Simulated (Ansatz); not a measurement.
# La2Cu2Se2SO: complex band structure, part 2 of 2

Aim: relax a made-up compound, La2Cu2Se2SO, and see how good a tunnel barrier it would be. It is built by putting S for part of the O in the LaCuSeO structure of space group P4/nmm, with the volume rescaled by atomic radii. The parent structure comes from the Materials Project.

Ansatz 0.2.0; PBEsol DFT, plane waves, PAW files (the session's first sound run).

So far, gap on the k-mesh (eV): step 3 (band edges, PBEsol) 0.834; step 7 (PBE) 0.890.

The structure was built from a prototype and need not be the compound's stable phase.

### Step 8. Complex bands at another level

This step: PBE DFT, plane waves, PAW files; complex bands by layer matching along the plane's normal (Ansatz 0.2.0).

The complex bands at that level, over its own gap, at (0, 0) and (0.5, 0).

The input, input.yaml:

```yaml
crystal:
  lattice:
    - [4.230444775, 0.0, 0.0]
    - [0.0, 4.230444775, 0.0]
    - [0.0, 0.0, 8.671963033]
  atoms:
    - { symbol: La, position: [0.0, 0.5, 0.8303368441] }
    - { symbol: La, position: [0.5, 0.0, 0.1696631559] }
    - { symbol: Cu, position: [0.5, 0.5, 0.5] }
    - { symbol: Cu, position: [0.0, 0.0, 0.5] }
    - { symbol: Se, position: [0.0, 0.5, 0.3437684098] }
    - { symbol: Se, position: [0.5, 0.0, 0.6562315902] }
    - { symbol: O, position: [0.5, 0.5, 0.0] }
    - { symbol: S, position: [0.0, 0.0, 0.0] }
kpoints:
  mp_grid: { grid: [6, 6, 4] }
scf:
  occupations: { method: fixed }
hamiltonian:
  xc: pbe
output:
  eigenvalues: true
  transmission:
    leads: [[0, 0]]
    kpoints: [[0.0, 0.0], [0.5, 0.0]]
    e_range: [-1.0, 1.89]
    de: 0.07
```

Command:

```console
$ ansatz run input.yaml --threads 2 --pin off --max-ram 4096MiB --backend cpu --events-out ev --progress --plain --runs-dir out
```

The job ended after 33 s (2 threads of Arm Neoverse V2, shared host; peak memory 0.69 GiB; 65 s of CPU time).

This step gave:

```
level to which the leads are filled                       : 0.4450 eV from the Fermi level
decay constant at the filling level, zone centre          : 0.1537 Å⁻¹
decay constant at the filling level, slowest listed point : 0.1537 Å⁻¹
```

K parallel (0, 0); values up to 1.5 1/Å, a degenerate pair printed once or twice; energies at which all values exceed this have no row. Im kz of the slowest decaying states against energy, zero at the highest filled level on the SCF mesh:

| energy (eV) | decay 1 (Å⁻¹) | decay 2 (Å⁻¹) | decay 3 (Å⁻¹) | decay 4 (Å⁻¹) |
| --- | --- | --- | --- | --- |
| -1.00 | 0.166 | 0.441 | 0.632 | 0.708 |
| -0.86 | 0.113 | 0.138 | 0.452 | 0.633 |
| -0.79 | 0.119 | 0.136 | 0.457 | 0.633 |
| -0.65 | 0.0539 | 0.155 | 0.467 | 0.634 |
| -0.51 | 0.148 | 0.477 | 0.633 | 0.729 |
| -0.44 | 0.134 | 0.482 | 0.633 | 0.732 |
| -0.30 | 0.0543 | 0.495 | 0.632 | 0.742 |
| -0.23 | 0.504 | 0.631 | 0.748 | 1.14 |
| -0.09 | 0.527 | 0.628 | 0.730 | 0.798 |
| -0.02 | 0.0612 | 0.545 | 0.627 | 0.671 |
| 0.05 | 0.0598 | 0.143 | 0.572 | 0.625 |
| 0.12 | 0.0899 | 0.189 | 0.615 | 0.618 |
| 0.26 | 0.125 | 0.249 | 0.585 | 0.618 |
| 0.40 | 0.146 | 0.290 | 0.515 | 0.613 |
| 0.47 | 0.154 | 0.307 | 0.456 | 0.498 |
| 0.61 | 0.164 | 0.334 | 0.344 | 0.476 |
| 0.75 | 0.169 | 0.236 | 0.357 | 0.446 |
| 0.82 | 0.155 | 0.181 | 0.366 | 0.430 |
| 0.96 | 0.174 | 0.382 | 0.396 | 0.584 |
| 1.10 | 0.170 | 0.359 | 0.395 | 0.575 |
| 1.17 | 0.167 | 0.339 | 0.401 | 0.570 |
| 1.31 | 0.0569 | 0.157 | 0.293 | 0.410 |
| 1.38 | 0.0415 | 0.149 | 0.265 | 0.413 |
| 1.52 | 0.130 | 0.195 | 0.419 | 0.540 |
| 1.66 | 0.0509 | 0.0784 | 0.421 | 0.527 |
| 1.73 | 0.0213 | 0.0544 | 0.421 | 0.520 |
| 1.87 | 0.419 | 0.505 | 0.505 | 0.799 |

K parallel (0, 0). Table of Re kz of states that move upwards by energy, zero at the highest filled level on the SCF mesh:

| energy (eV) | channel 1 (Å⁻¹) | channel 2 (Å⁻¹) | channel 3 (Å⁻¹) |
| --- | --- | --- | --- |
| -1.00 | 0.287 | 0.287 | - |
| -0.93 | - | - | - |
| -0.86 | - | - | - |
| -0.79 | - | - | - |
| -0.72 | - | - | - |
| -0.58 | -0.303 | - | - |
| -0.51 | -0.260 | - | - |
| -0.44 | -0.228 | - | - |
| -0.37 | -0.199 | - | - |
| -0.30 | -0.172 | - | - |
| -0.23 | -0.265 | -0.265 | -0.145 |
| -0.16 | -0.196 | -0.196 | -0.117 |
| -0.09 | -0.124 | -0.124 | -0.0851 |
| -0.02 | -0.0388 | - | - |
| 0.12 | - | - | - |
| 0.19 | - | - | - |
| 0.26 | - | - | - |
| 0.33 | - | - | - |
| 0.40 | - | - | - |
| 0.47 | - | - | - |
| 0.54 | - | - | - |
| 0.61 | - | - | - |
| 0.68 | - | - | - |
| 0.75 | - | - | - |
| 0.89 | 0.00892 | - | - |
| 0.96 | 0.160 | - | - |
| 1.03 | 0.228 | - | - |
| 1.10 | 0.282 | - | - |
| 1.17 | 0.354 | - | - |
| 1.24 | - | - | - |
| 1.31 | - | - | - |
| 1.38 | - | - | - |
| 1.45 | -0.324 | - | - |
| 1.59 | -0.249 | - | - |
| 1.66 | -0.215 | - | - |
| 1.73 | - | - | - |
| 1.80 | 0.0509 | - | - |
| 1.87 | -0.126 | 0.0993 | 0.291 |

K parallel (0.5, 0); values up to 1.5 1/Å, a degenerate pair printed once or twice; energies at which all values exceed this have no row. Im kz of the slowest decaying states against energy, zero at the highest filled level on the SCF mesh:

| energy (eV) | decay 1 (Å⁻¹) | decay 2 (Å⁻¹) | decay 3 (Å⁻¹) | decay 4 (Å⁻¹) |
| --- | --- | --- | --- | --- |
| -1.00 | 0.117 | 0.169 | 0.214 | 0.345 |
| -0.86 | 0.0990 | 0.101 | 0.348 | 0.396 |
| -0.72 | 0.198 | 0.266 | 0.340 | 0.792 |
| -0.58 | 0.138 | 0.261 | 0.327 | 0.435 |
| -0.44 | 0.212 | 0.298 | 0.365 | 0.428 |
| -0.30 | 0.253 | 0.322 | 0.391 | 0.424 |
| -0.16 | 0.282 | 0.339 | 0.410 | 0.427 |
| -0.02 | 0.304 | 0.352 | 0.424 | 0.430 |
| 0.12 | 0.322 | 0.360 | 0.434 | 0.434 |
| 0.26 | 0.337 | 0.366 | 0.439 | 0.442 |
| 0.40 | 0.351 | 0.369 | 0.444 | 0.447 |
| 0.61 | 0.370 | 0.374 | 0.451 | 0.456 |
| 0.75 | 0.369 | 0.404 | 0.452 | 0.459 |
| 0.89 | 0.366 | 0.415 | 0.451 | 0.517 |
| 1.03 | 0.361 | 0.396 | 0.449 | 0.498 |
| 1.17 | 0.355 | 0.373 | 0.445 | 0.474 |
| 1.31 | 0.343 | 0.347 | 0.439 | 0.445 |
| 1.45 | 0.297 | 0.337 | 0.406 | 0.433 |
| 1.59 | 0.212 | 0.325 | 0.342 | 0.424 |
| 1.73 | 0.105 | 0.250 | 0.286 | 0.312 |
| 1.87 | 0.231 | 0.295 | 0.299 | 0.301 |

At the listed wavevectors the last open channel is at -0.02 eV and the next at +0.89 eV on the grid. At +0.47 eV, the grid energy nearest the filling level (the middle of the gap on the SCF mesh), the slowest state at the listed wavevectors decays with κ = 0.154 Å⁻¹, its amplitude falling by e over 6.5 Å; the first such run, plane (001), gave 0.141 Å⁻¹.

### Step 9. A check of the settings

This step: PBEsol DFT, plane waves, PAW files; complex bands by layer matching along the plane's normal; changed: basis.ecutwfc = "33.1 Ry", hamiltonian.hubbard = {"sites": [{"species": "La", "l": "f", "u_eff": 5.0}], "double_counting": "amf"}, scf.lower_state_search = "light" (Ansatz 0.2.0).

This run repeats an earlier one, its twin (the complex run, plane (001)), with four settings changed (scf.lower_state_search, hamiltonian.hubbard.sites, hamiltonian.hubbard.double_counting, basis.ecutwfc; files written aside). It is meant to test how the run responds to these settings. Where the input is shown as a difference, that is against the step before, not the twin.

Edit input.yaml of step 8 so:

```diff
@@ -18,4 +18,6 @@
   occupations: { method: fixed }
+  lower_state_search: light
 hamiltonian:
-  xc: pbe
+  xc: pbesol
+  hubbard: { sites: [{ species: La, l: f, u_eff: 5.0 }], double_counting: amf }
 output:
@@ -25,3 +27,5 @@
     kpoints: [[0.0, 0.0], [0.5, 0.0]]
-    e_range: [-1.0, 1.89]
+    e_range: [-1.0, 1.83]
     de: 0.07
+basis:
+  ecutwfc: "33.1 Ry"
```

Run time: 54 s. Hardware: 2 threads; peak memory 1 GiB.

This step gave:

- free energy: -37803.4489 eV
- Fermi energy: 11.52 eV
- gap on the k-mesh: 0.8233 eV
- level to which the leads are filled: 0.4116 eV from the Fermi level
- decay constant at the filling level, zone centre: 0.1405 Å⁻¹
- decay constant at the filling level, slowest listed point: 0.1405 Å⁻¹

K parallel (0, 0); values up to 1.5 1/Å, a degenerate pair printed once or twice; energies at which all values exceed this have no row. Table of Im kz of the slowest decaying states by energy, zero at the highest filled level on the SCF mesh:

| energy (eV) | decay 1 (Å⁻¹) | decay 2 (Å⁻¹) | decay 3 (Å⁻¹) | decay 4 (Å⁻¹) |
| --- | --- | --- | --- | --- |
| -1.00 | 0.159 | 0.438 | 0.630 | 0.702 |
| -0.86 | 0.110 | 0.129 | 0.448 | 0.631 |
| -0.79 | 0.109 | 0.133 | 0.453 | 0.631 |
| -0.65 | 0.0228 | 0.151 | 0.462 | 0.631 |
| -0.58 | 0.151 | 0.467 | 0.631 | 0.719 |
| -0.44 | 0.130 | 0.478 | 0.630 | 0.726 |
| -0.30 | 0.0431 | 0.492 | 0.629 | 0.736 |
| -0.23 | 0.501 | 0.628 | 0.742 | 1.03 |
| -0.09 | 0.527 | 0.625 | 0.692 | 0.822 |
| -0.02 | 0.0570 | 0.548 | 0.624 | 0.649 |
| 0.12 | 0.0869 | 0.186 | 0.599 | 0.620 |
| 0.26 | 0.120 | 0.246 | 0.585 | 0.615 |
| 0.33 | 0.132 | 0.268 | 0.527 | 0.613 |
| 0.47 | 0.148 | 0.303 | 0.408 | 0.489 |
| 0.54 | 0.153 | 0.318 | 0.353 | 0.476 |
| 0.68 | 0.159 | 0.242 | 0.343 | 0.445 |
| 0.82 | 0.0340 | 0.166 | 0.363 | 0.412 |
| 0.89 | 0.165 | 0.371 | 0.395 | 0.585 |
| 1.03 | 0.162 | 0.357 | 0.386 | 0.575 |
| 1.10 | 0.0168 | 0.158 | 0.337 | 0.392 |
| 1.24 | 0.0600 | 0.148 | 0.291 | 0.403 |
| 1.38 | 0.131 | 0.232 | 0.411 | 0.548 |
| 1.45 | 0.120 | 0.194 | 0.414 | 0.542 |
| 1.59 | 0.0467 | 0.0686 | 0.418 | 0.528 |
| 1.66 | 0.0191 | 0.0373 | 0.419 | 0.521 |
| 1.80 | 0.419 | 0.506 | 0.796 | 0.950 |

K parallel (0, 0). Re kz of states that move upwards against energy, zero at the highest filled level on the SCF mesh:

| energy (eV) | channel 1 (Å⁻¹) | channel 2 (Å⁻¹) | channel 3 (Å⁻¹) |
| --- | --- | --- | --- |
| -1.00 | 0.286 | 0.286 | - |
| -0.93 | - | - | - |
| -0.86 | - | - | - |
| -0.79 | - | - | - |
| -0.72 | - | - | - |
| -0.65 | - | - | - |
| -0.58 | -0.286 | - | - |
| -0.44 | -0.219 | - | - |
| -0.37 | -0.192 | - | - |
| -0.30 | -0.166 | - | - |
| -0.23 | -0.260 | -0.260 | -0.141 |
| -0.16 | -0.194 | -0.194 | -0.113 |
| -0.09 | -0.124 | -0.124 | -0.0824 |
| -0.02 | -0.0376 | - | - |
| 0.05 | - | - | - |
| 0.12 | - | - | - |
| 0.19 | - | - | - |
| 0.26 | - | - | - |
| 0.33 | - | - | - |
| 0.47 | - | - | - |
| 0.54 | - | - | - |
| 0.61 | - | - | - |
| 0.68 | - | - | - |
| 0.75 | - | - | - |
| 0.82 | - | - | - |
| 0.89 | 0.158 | - | - |
| 0.96 | 0.227 | - | - |
| 1.03 | 0.284 | - | - |
| 1.10 | - | - | - |
| 1.17 | - | - | - |
| 1.24 | - | - | - |
| 1.38 | -0.327 | - | - |
| 1.45 | -0.284 | - | - |
| 1.52 | -0.250 | - | - |
| 1.59 | -0.216 | - | - |
| 1.66 | - | - | - |
| 1.73 | 0.0637 | - | - |
| 1.80 | -0.121 | 0.108 | 0.284 |

K parallel (0.5, 0); values up to 1.5 1/Å, a degenerate pair printed once or twice; energies at which all values exceed this have no row. The Im kz of the slowest decaying states by energy, zero at the highest filled level on the SCF mesh:

| energy (eV) | decay 1 (Å⁻¹) | decay 2 (Å⁻¹) | decay 3 (Å⁻¹) | decay 4 (Å⁻¹) |
| --- | --- | --- | --- | --- |
| -1.00 | 0.0889 | 0.144 | 0.202 | 0.326 |
| -0.79 | 0.147 | 0.222 | 0.268 | 0.279 |
| -0.58 | 0.140 | 0.260 | 0.328 | 0.435 |
| -0.37 | 0.233 | 0.309 | 0.378 | 0.438 |
| -0.23 | 0.266 | 0.328 | 0.399 | 0.430 |
| -0.02 | 0.300 | 0.348 | 0.421 | 0.431 |
| 0.19 | 0.325 | 0.359 | 0.435 | 0.436 |
| 0.40 | 0.346 | 0.365 | 0.443 | 0.443 |
| 0.61 | 0.366 | 0.370 | 0.447 | 0.456 |
| 0.82 | 0.362 | 0.414 | 0.446 | 0.516 |
| 1.03 | 0.356 | 0.385 | 0.443 | 0.488 |
| 1.17 | 0.349 | 0.360 | 0.439 | 0.463 |
| 1.38 | 0.301 | 0.336 | 0.413 | 0.430 |
| 1.59 | 0.149 | 0.277 | 0.298 | 0.319 |
| 1.80 | 0.238 | 0.295 | 0.297 | 0.306 |

The least decay constant is 0.141 Å⁻¹ against 0.141 Å⁻¹ in the twin: no change within 1 %, at 1.7 times the CPU time.

### Step 10. What came out

```json
{"band gap": "0.834 eV", "least decay constant at mid-gap, normal to (001)": "0.141 Å⁻¹", "least decay constant at mid-gap, normal to (100)": "0.129 Å⁻¹", "least decay constant on a mesh, normal to (001)": "0.143 Å⁻¹", "least decay constant, PBE": "0.154 Å⁻¹"}
```

In words: With PBEsol, the slowest decay at the wavevectors tried is κ = 0.129 Å⁻¹, normal to (100). Through such a film the transmission near mid-gap falls as exp(−2κd), a factor of ten every 8.9 Å. The directions tried decay at nearly the same rate. A free electron under a barrier of half the gap would need a mass of 0.15 mₑ to decay at this rate. With PBE the gap goes from 0.834 to 0.890 eV and the decay constant, over the first 2 listed wavevectors, from 0.141 to 0.154 Å⁻¹. The compound is made up by substitution; its stability against other phases and against distortions of the cell's symmetry was not tested. A semilocal functional narrows gaps, so real decay constants are likely larger.

[Logs are printed without paths, hosts, clocks, repeated set-up lines and the standing remarks that a program may print on its own settings, such as how far it seeks lower states.]

[Hosts, paths, dates, database ids (printed as entryN), source tags and the programs' standing remarks are cut or masked in the printed files.]
